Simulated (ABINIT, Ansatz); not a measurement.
# A GW chain in ABINIT: SiC (F-43m), part 2 of 3

How does a plane-wave GW calculation on SiC (F-43m) run from the first input to the gap?

ABINIT 10.8.3; PBE and many-body steps on it, plane waves. Known limits of the many-body steps: short of the basis limit.

So far. Step 2 (Ground state): The gap is indirect, with the least direct gap 3.19 eV higher.

**3. Bands along the symmetry lines**

Level of this step: DFT, PBE, plane waves, norm-conserving pseudopotentials (ABINIT).

The cheap functional maps the bands first; the places of the edges decide which points the dearer methods must see.

run.abi reads:

```
acell 3*1.0 Angstrom
rprim 
  -0.000000000000 2.179000000000 2.179000000000
  2.179000000000 0.000000000000 2.179000000000
  2.179000000000 2.179000000000 -0.000000000000
ntypat 2
znucl 14 6
natom 2
typat 1 2
xred 
  0.000000000000 0.000000000000 0.000000000000
  0.250000000000 0.250000000000 0.250000000000
pp_dirpath "pseudos"
pseudos "Si.upf, C.upf"
ecut 37
iscf -2
irdden 1
kptopt 0
nkpt 50
kpt 
  0.00000000 0.00000000 0.00000000
  -0.06250000 -0.06250000 0.00000000
  -0.12500000 -0.12500000 0.00000000
  -0.18750000 -0.18750000 0.00000000
  -0.25000000 -0.25000000 0.00000000
  -0.31250000 -0.31250000 0.00000000
  -0.37500000 -0.37500000 0.00000000
  -0.43750000 -0.43750000 0.00000000
  -0.50000000 -0.50000000 0.00000000
  -0.48437500 -0.48437500 0.03125000
  -0.46875000 -0.46875000 0.06250000
  -0.45312500 -0.45312500 0.09375000
  -0.43750000 -0.43750000 0.12500000
  -0.42187500 -0.42187500 0.15625000
  -0.40625000 -0.40625000 0.18750000
  -0.39062500 -0.39062500 0.21875000
  -0.37500000 -0.37500000 0.25000000
  -0.37500000 0.00000000 0.37500000
  -0.32812500 0.00000000 0.32812500
  -0.28125000 0.00000000 0.28125000
  -0.23437500 0.00000000 0.23437500
  -0.18750000 0.00000000 0.18750000
  -0.14062500 0.00000000 0.14062500
  -0.09375000 0.00000000 0.09375000
  -0.04687500 0.00000000 0.04687500
  0.00000000 0.00000000 0.00000000
  0.00000000 0.00000000 0.06250000
  0.00000000 0.00000000 0.12500000
  0.00000000 0.00000000 0.18750000
  0.00000000 0.00000000 0.25000000
  0.00000000 0.00000000 0.31250000
  0.00000000 0.00000000 0.37500000
  0.00000000 0.00000000 0.43750000
  0.00000000 0.00000000 0.50000000
  -0.06250000 -0.03125000 0.46875000
  -0.12500000 -0.06250000 0.43750000
  -0.18750000 -0.09375000 0.40625000
  -0.25000000 -0.12500000 0.37500000
  -0.31250000 -0.15625000 0.34375000
  -0.37500000 -0.18750000 0.31250000
  -0.43750000 -0.21875000 0.28125000
  -0.50000000 -0.25000000 0.25000000
  -0.50000000 -0.28125000 0.21875000
  -0.50000000 -0.31250000 0.18750000
  -0.50000000 -0.34375000 0.15625000
  -0.50000000 -0.37500000 0.12500000
  -0.50000000 -0.40625000 0.09375000
  -0.50000000 -0.43750000 0.06250000
  -0.50000000 -0.46875000 0.03125000
  -0.50000000 -0.50000000 0.00000000
istwfk *1
nband 11
nbdbuf 2
tolwfr 1e-08
nstep 40
prtwf 0
prtvol 0
indata_prefix "in"
outdata_prefix "out"
tmpdata_prefix "tmp"
```

Launch:

```sh
$ OMP_NUM_THREADS=1 mpirun -n 8 abinit run.abi > log
```

Output:

```text
.Version 10.8.3 of ABINIT. v10.8.2 released Aug 2026.

 Symmetries : space group F-4 3 m (#216); Bravais cF (face-center cubic)
[... echo of the input left out ...]
== DATASET  1 ==================================================================
-   mpi_nproc: 8, omp_nthreads: 1 (-1 if OMP is not activated)

--- !DatasetInfo
iteration_state: {dtset: 1, }
dimensions: {natom: 2, nkpt: 50, mband: 11, nsppol: 1, nspinor: 1, nspden: 1, mpw: 1524, }
cutoff_energies: {ecut:  37.0, pawecutdg:  -1.0, }
electrons: {nelect:   8.00000000E+00, charge:   0.00000000E+00, occopt:   1.00000000E+00, tsmear:   1.00000000E-02, }

 Real(R)+Recip(G) space primitive vectors, cartesian coordinates (Bohr,Bohr^-1):
 R(1)=  0.0000000  4.1177132  4.1177132  G(1)= -0.1214266  0.1214266  0.1214266
 R(2)=  4.1177132  0.0000000  4.1177132  G(2)=  0.1214266 -0.1214266  0.1214266
 R(3)=  4.1177132  4.1177132  0.0000000  G(3)=  0.1214266  0.1214266 -0.1214266
 Unit cell volume ucvol=  1.3963629E+02 bohr^3
 Angles (23,13,12)=  6.00000000E+01  6.00000000E+01  6.00000000E+01 degrees

 getcut: wavevector=  0.0000  0.0000  0.0000  ngfft=  32  32  32
         ecut(hartree)=     37.000   => boxcut(ratio)=   2.00684

--- Pseudopotential description ------------------------------------------------
- Si Generated using ONCVPSP code by D. R. Hamann
- 14.00000   4.00000  171031                  znucl, zion, pspdat
12 -101130 2 -1 1510                          pspcod,pspxc,lmax,lloc,mmax
     nproj     2     2     2
  pspatm : epsatm=    9.34321561
         --- l  ekb(1:nproj) -->
             0    5.168965    0.829883
             1    2.571282    0.578307
             2   -2.427311   -0.488097
 pspatm: atomic psp has been read  and splines computed

- C Generated using ONCVPSP code by D. R. Hamann
-  6.00000   4.00000  171031                  znucl, zion, pspdat
12 -101130 1 -1 1248                          pspcod,pspxc,lmax,lloc,mmax
     nproj     2     2     0
  pspatm : epsatm=    4.31346680
         --- l  ekb(1:nproj) -->
[...]
pspatm: atomic psp has been read  and splines computed

--------------------------------------------------------------------------------

================================================================================
 prteigrs : about to open file out_EIG
 Non-SCF case, kpt    1 (  0.00000  0.00000  0.00000), residuals and eigenvalues=
  7.31E-09  4.96E-09  5.11E-09  9.57E-09  4.44E-09  2.28E-09  5.11E-09  7.08E-09
[...]
-3.1511E-01  2.5118E-01  2.5118E-01  2.5118E-01  4.7989E-01  5.1987E-01
  5.1987E-01  5.1987E-01  7.8510E-01  7.8510E-01  8.5604E-01
 Non-SCF case, kpt    2 ( -0.06250 -0.06250  0.00000), residuals and eigenvalues=
  9.46E-10  3.51E-09  2.94E-09  7.57E-09  2.73E-09  5.13E-09  2.12E-09  7.33E-09
[...]
-3.1136E-01  2.3949E-01  2.4389E-01  2.4389E-01  4.8954E-01  5.1068E-01
[...]
Non-SCF case, kpt    3 ( -0.12500 -0.12500  0.00000), residuals and eigenvalues=
  1.01E-09  2.75E-09  3.28E-09  3.77E-09  2.35E-09  4.84E-09  1.51E-09  8.94E-09
[...]
-3.0018E-01  2.1014E-01  2.2553E-01  2.2553E-01  4.7852E-01  5.1628E-01
  5.5867E-01  5.5867E-01  6.7428E-01  8.0189E-01  9.1296E-01
[...]
Non-SCF case, kpt   49 ( -0.50000 -0.46875  0.03125), residuals and eigenvalues=
[...]
-1.3046E-01 -3.4798E-02  1.3098E-01  1.3132E-01  3.0612E-01  4.1484E-01
  7.5986E-01  7.6594E-01  7.9086E-01  9.7615E-01  1.0605E+00
 Non-SCF case, kpt   50 ( -0.50000 -0.50000  0.00000), residuals and eigenvalues=
[...]
-1.3075E-01 -3.5551E-02  1.3389E-01  1.3389E-01  3.0121E-01  4.1043E-01
  7.6569E-01  7.6569E-01  7.9395E-01  9.8755E-01  1.0706E+00

--- !ResultsGS
iteration_state: {dtset: 1, }
comment   : Summary of ground state results
lattice_vectors:
- [ -0.0000000,   4.1177132,   4.1177132, ]
- [  4.1177132,   0.0000000,   4.1177132, ]
- [  4.1177132,   4.1177132,  -0.0000000, ]
lattice_lengths: [   5.82333,    5.82333,    5.82333, ]
lattice_angles: [ 60.000,  60.000,  60.000, ] # degrees, (23, 13, 12)
lattice_volume:   1.3963629E+02
convergence: {deltae:  0.000E+00, res2:  0.000E+00, residm:  9.981E-09, diffor:  0.000E+00, }
etotal    :  -1.02697872E+01
entropy   :   0.00000000E+00
fermie    :   2.51183540E-01
cartesian_stress_tensor: null
pressure_GPa: null
xred      :
- [  0.0000E+00,   0.0000E+00,   0.0000E+00, Si]
- [  2.5000E-01,   2.5000E-01,   2.5000E-01,  C]
cartesian_forces: null
force_length_stats: {min: null, max: null, mean: null, }

 Integrated electronic density in atomic spheres:
 ------------------------------------------------
 Atom  Sphere_radius  Integrated_density
[...]
================================================================================

 ----iterations are completed or convergence reached----

 Mean square residual over all n,k,spin=   47.481E-10; max=  99.808E-10
 reduced coordinates (array xred) for    2 atoms
[...]
cartesian coordinates (angstrom) at end:
    1      0.000000     0.000000     0.000000
    2      1.089500     1.089500     1.089500
 length scales=  1.889726  1.889726  1.889726 bohr
              =  1.000000  1.000000  1.000000 angstroms
 prteigrs : about to open file out_EIG
 Eigenvalues (hartree) for nkpt=  50  k points:
 kpt#   1, nband= 11, wtk=  1.00000, kpt=  0.0000  0.0000  0.0000 (reduced coord)
[...]
kpt#   2, nband= 11, wtk=  1.00000, kpt= -0.0625 -0.0625  0.0000 (reduced coord)
[...]
kpt#   3, nband= 11, wtk=  1.00000, kpt= -0.1250 -0.1250  0.0000 (reduced coord)
[...]
kpt#  49, nband= 11, wtk=  1.00000, kpt= -0.5000 -0.4687  0.0313 (reduced coord)
  -0.13046   -0.03480    0.13098    0.13132    0.30612    0.41484    0.75986    0.76594
   0.79086    0.97615    1.06049
 kpt#  50, nband= 11, wtk=  1.00000, kpt= -0.5000 -0.5000  0.0000 (reduced coord)
  -0.13075   -0.03555    0.13389    0.13389    0.30121    0.41043    0.76569    0.76569
   0.79395    0.98755    1.07056

== END DATASET(S) ==============================================================
================================================================================

 -outvars: echo values of variables after computation  --------
            nband          11
             nkpt          50
          spgroup         216
 [... the other variables as echoed above ...]

 Calculation completed.
```

It took 4.9 s on 8 MPI ranks of Intel Xeon Platinum 8259CL at 2.50GHz (Skylake/Cascade Lake), shared host; peak memory 0.51 GiB; 37 s of CPU time.

This step gave:

```yaml
gap: 1.361 eV
k_of_the_valence_top: 0, 0, 0
k_of_the_conduction_bottom: -0.5, -0.5, 0
least_direct_gap: 4.553 eV
```

The gap is 1.361 eV, as in the run before at this level.

The electronic bands at the labelled points (eV, zero at the top of the highest filled band; v1 is the highest filled band, c1 the lowest empty one):

```
    point      v4     v3     v2     v1    c1    c2     c3     c4
        Γ  -15.41   0.00   0.00   0.00  6.22  7.31   7.31   7.31
  halfway  -13.81  -3.35  -1.94  -1.94  4.06  6.35  10.58  10.58
        X  -10.39  -7.80  -3.19  -3.19  1.36  4.33  14.00  14.00
  halfway  -10.34  -7.64  -4.23  -3.04  2.10  5.31  13.33  13.54
        U  -10.39  -7.28  -5.55  -2.60  3.11  7.78  11.84  12.45
jump to K  -10.39  -7.28  -5.55  -2.60  3.11  7.78  11.84  12.45
  halfway  -13.64  -4.48  -2.93  -0.54  6.77  7.84   8.25   9.05
        Γ  -15.41   0.00   0.00   0.00  6.22  7.31   7.31   7.31
  halfway  -14.21  -4.30  -0.61  -0.61  5.99  7.91   7.91   9.35
        L  -11.84  -8.54  -1.05  -1.05  5.43  7.23   7.23  10.05
  halfway  -11.20  -7.83  -3.71  -2.26  5.25  7.28  10.15  11.00
        W  -10.16  -7.03  -4.99  -4.69  5.21  9.44   9.45   9.79
  halfway  -10.28  -7.49  -4.07  -4.05  3.06  6.02  11.94  13.32
        X  -10.39  -7.80  -3.19  -3.19  1.36  4.33  14.00  14.00
```

The electronic bands as a text plot (rows in eV, shown from -8.0 to 7.4 only):

```
    7.0 |+++++           +      ++++++++        +++++++
    6.4 |++++ ++                     +++++++
    5.8 |       ++      +     ++            +++++ ++++       +
    5.1 |    +    +    +    ++                   +    ++++++  +
    4.5 |          ++++                                     +  ++
    3.8 |     ++           +
    3.2 |       ++        +                                  +
    2.6 |               ++                                    +
    1.9 |         +   ++                                       +
    1.3 |          +++                                          +
    0.6 |
    0.0 |**                      **********
   -0.6 |  **                   *  ***  *  *****
   -1.3 |  ***              ****         **     *****
   -1.9 |    ***           *     ****               **
   -2.6 |       ***      **                *         **
   -3.2 |     **   ******       ***                    *       **
   -3.8 |                     **                      * *    **
   -4.5 |       **     **       *           *          * ****
   -5.1 |                *  **                          ****
   -5.8 |         *       **  **             **
   -6.4 |                   **
   -7.0 |          **     **                   *        *****
   -7.7 |            *****                            **     ****
         Γ           X  U|K            Γ         L        W     X
```

**4. Empty states on the mesh, 8×8×8 mesh, 125 bands**

The sums over transitions need many empty states on a uniform mesh; this step solves for them.

run.abi reads:

```
acell 3*1.0 Angstrom
rprim 
  -0.000000000000 2.179000000000 2.179000000000
  2.179000000000 0.000000000000 2.179000000000
  2.179000000000 2.179000000000 -0.000000000000
ntypat 2
znucl 14 6
natom 2
typat 1 2
xred 
  0.000000000000 0.000000000000 0.000000000000
  0.250000000000 0.250000000000 0.250000000000
pp_dirpath "pseudos"
pseudos "Si.upf, C.upf"
ecut 37
ngkpt 8 8 8
nshiftk 1
shiftk 0 0 0
kptopt 1
chksymbreak 0
irdden 1
istwfk *1
nband 125
prtvol 0
optdriver 6
gwr_task "HDIAGO"
paral_kgb 0
occopt 1
indata_prefix "in"
outdata_prefix "out"
tmpdata_prefix "tmp"
```

Output:

```text
[banner, memory and clock lines left out]
.Version 10.8.3 of ABINIT. v10.8.2 released Aug 2026.

 Symmetries : space group F-4 3 m (#216); Bravais cF (face-center cubic)
[... echo of the input left out ...]
== DATASET  1 ==================================================================
-   mpi_nproc: 8, omp_nthreads: 1 (-1 if OMP is not activated)

--- !DatasetInfo
iteration_state: {dtset: 1, }
dimensions: {natom: 2, nkpt: 29, mband: 125, nsppol: 1, nspinor: 1, nspden: 1, mpw: 1524, }
cutoff_energies: {ecut:  37.0, pawecutdg:  -1.0, }
electrons: {nelect:   8.00000000E+00, charge:   0.00000000E+00, occopt:   1.00000000E+00, tsmear:   1.00000000E-02, }

.Using double precision arithmetic; gwpc =  8

- Reading GS density from: in_DEN

--- Pseudopotential description ------------------------------------------------
- Si Generated using ONCVPSP code by D. R. Hamann
- 14.00000   4.00000  171031                  znucl, zion, pspdat
12 -101130 2 -1 1510                          pspcod,pspxc,lmax,lloc,mmax
     nproj     2     2     2
  pspatm : epsatm=    9.34321561
         --- l  ekb(1:nproj) -->
             0    5.168965    0.829883
             1    2.571282    0.578307
             2   -2.427311   -0.488097
 pspatm: atomic psp has been read  and splines computed

- C Generated using ONCVPSP code by D. R. Hamann
-  6.00000   4.00000  171031                  znucl, zion, pspdat
12 -101130 1 -1 1248                          pspcod,pspxc,lmax,lloc,mmax
     nproj     2     2     0
  pspatm : epsatm=    4.31346680
         --- l  ekb(1:nproj) -->
             0    6.481548    0.385504
             1   -4.199961   -0.877517
 pspatm: atomic psp has been read  and splines computed

   1.09253459E+02                                ecore*ucvol(ha*bohr**3)

 Total charge density [el/Bohr^3]
)     Maximum=    2.7627E-01  at reduced coord.    0.1875    0.2188    0.4063
)     Minimum=    1.3992E-03  at reduced coord.    0.0000    0.0000    0.0000
   Integrated=    8.0000E+00

 === KS gaps after direct diagonalization ===
 Indirect band gap semiconductor
 Fundamental gap:     1.361 (eV)
   VBM:     6.835 (eV) at k: [ 0.0000E+00,  0.0000E+00,  0.0000E+00]
   CBM:     8.196 (eV) at k: [ 5.0000E-01,  5.0000E-01,  0.0000E+00]
 Direct gap:         4.553 (eV) at k: [ 5.0000E-01,  5.0000E-01,  0.0000E+00]

== END DATASET(S) ==============================================================

 -outvars: echo values of variables after computation  --------
           etotal      0.0000000000E+00
            nband         125
             nkpt          29
          spgroup         216
 [... the other variables as echoed above ...]

 Calculation completed.
```

It took 18 s on 8 MPI ranks; peak memory 1.5 GiB; 2.3 min of CPU time.

Numbers from this step:

| Item | Value |
| --- | --- |
| gap | 1.361 eV |
| k of the valence top | 0, 0, 0 |
| k of the conduction bottom | 0.5, 0.5, 0 |
| least direct gap | 4.553 eV |
| k points computed | 29 |
| lowest point of the top converged band, above the valence top | 158.7176 eV |

On this mesh the gap is 1.361 eV.

**5. Screening, 8×8×8 mesh, 117 bands, screening to 239.5 eV**

The RPA dielectric matrix is built and inverted for each q.

This step: RPA screening on PBE, plane waves, norm-conserving pseudopotentials.

run.abi, as its differences from that of step 4:

```diff
@@ -20,10 +20,11 @@
 chksymbreak 0
-irdden 1
 istwfk *1
-nband 125
-prtvol 0
-optdriver 6
-gwr_task "HDIAGO"
-paral_kgb 0
 occopt 1
+irdwfk 1
+optdriver 3
+nband 117
+ecuteps 8.8
+inclvkb 2
+awtr 1
+symchi 1
 indata_prefix "in"
```

Output:

```text
.Version 10.8.3 of ABINIT. v10.8.2 released Aug 2026.

 Symmetries : space group F-4 3 m (#216); Bravais cF (face-center cubic)
[... echo of the input left out ...]
== DATASET  1 ==================================================================
-   mpi_nproc: 8, omp_nthreads: 1 (-1 if OMP is not activated)

--- !DatasetInfo
iteration_state: {dtset: 1, }
dimensions: {natom: 2, nkpt: 29, mband: 117, nsppol: 1, nspinor: 1, nspden: 1, mpw: 1524, }
cutoff_energies: {ecut:  37.0, pawecutdg:  -1.0, }
electrons: {nelect:   8.00000000E+00, charge:   0.00000000E+00, occopt:   1.00000000E+00, tsmear:   1.00000000E-02, }

 SCREENING: Calculation of the susceptibility and dielectric matrices

 Based on a program developped by R.W. Godby, V. Olevano, G. Onida, and L. Reining.
 Incorporated in ABINIT by V. Olevano, G.-M. Rignanese, and M. Torrent.
.Using double precision arithmetic ; gwpc =  8

[... cell and pseudopotentials left out ...]
--------------------------------------------------------------------------------

 ==== K-mesh for the wavefunctions ====
 Number of points in the irreducible wedge :    29
[... list of points left out ...]
 Together with 24 symmetry operations and time-reversal symmetry
 yields   512 points in the full Brillouin Zone.

 ==== Q-mesh for the screening function ====
 Number of points in the irreducible wedge :    29
[... list of points left out ...]
 Together with 24 symmetry operations and time-reversal symmetry
 yields   512 points in the full Brillouin Zone.

 setmesh: FFT mesh size selected  =    24x   24x   24
          total number of points  =        13824

 vcoul_init : cutoff-mode = AUXILIARY_FUNCTION
 q-points for optical limit:   1
     1)      0.000010    0.000020    0.000030

- screening: taking advantage of time-reversal symmetry
- Maximum band index for partially occupied states nbvw = 4
- Remaining bands to be divided among processors   nbcw = 113
- Number of bands treated by each node ~14

 Number of electrons calculated from density =    8.0000; Expected =    8.0000
 average of density, n =  0.057292
 r_s =    1.6092
 omega_plasma =   23.0888 [eV]

 calculating chi0 at frequencies [eV] :
  1    0.000000E+00    0.000000E+00
  2    0.000000E+00    2.308880E+01

--------------------------------------------------------------------------------
  q-point number  1        q = ( 0.000000, 0.000000, 0.000000) [r.l.u.]
--------------------------------------------------------------------------------
[... chi0 elements left out ...]
 For q-point:  0.000010 0.000020 0.000030
  dielectric constant =   6.6717
  dielectric constant without local fields =   7.3104

  Average fulfillment of the sum rule on Im[epsilon] for q-point    1 :     93.09  [%]
[... wings left out ...]
  q-point number  2        q = ( 0.125000, 0.000000, 0.000000) [r.l.u.]
--------------------------------------------------------------------------------
[... chi0 elements left out ...]
  Average fulfillment of the sum rule on Im[epsilon] for q-point    2 :     96.90  [%]

 [... 27 further q-points ...]
```

Elapsed: 3.1 min, on 8 MPI ranks; peak memory 2 GiB; 25 min of CPU time.

Read from the output:

| Property | Result |
| --- | --- |
| ε∞ with local fields, on this mesh | 6.672 |
| ε∞ without local fields, on this mesh | 7.310 |
| plasma frequency | 23.09 eV |
| plane waves in the screening matrix | 169 |

Local fields lower ε∞ by 9 %.

(Part 2 of 3 ends here.)

[Long decimals in the printed logs are rounded to 6 places.]

[Logs are printed without paths, hosts, clocks, repeated set-up lines and the standing remarks that a program may print on its own settings, such as how far it seeks lower states.]

[Paths, hosts, dates, memory and timing lines, banners, echoed tables and standing remarks are left out of the program output; an Ansatz launch command may be rebuilt from the run's recorded settings. Measured values are a selection of at most five: reports struck by readers or far from the other reports are left out. None is set beside runs whose start may be inverted or whose files or cutoffs have a known fault.]

[Runs of the session that timed out or met a known fault of the program may be left out.]

[Hosts, paths, dates, database ids (printed as entryN), source tags and the programs' standing remarks are cut or masked in the printed files.]

[G0W0 gaps are taken among the corrected bands and points alone; a level outside them can change the order at an edge.]

[Where Ansatz stands beside ABINIT at settings called matched, ABINIT's density can come from a denser mesh and the files from another edition; pairs whose starting gaps differed by over 0.03 eV were left out, so agreement reads better than it is.]
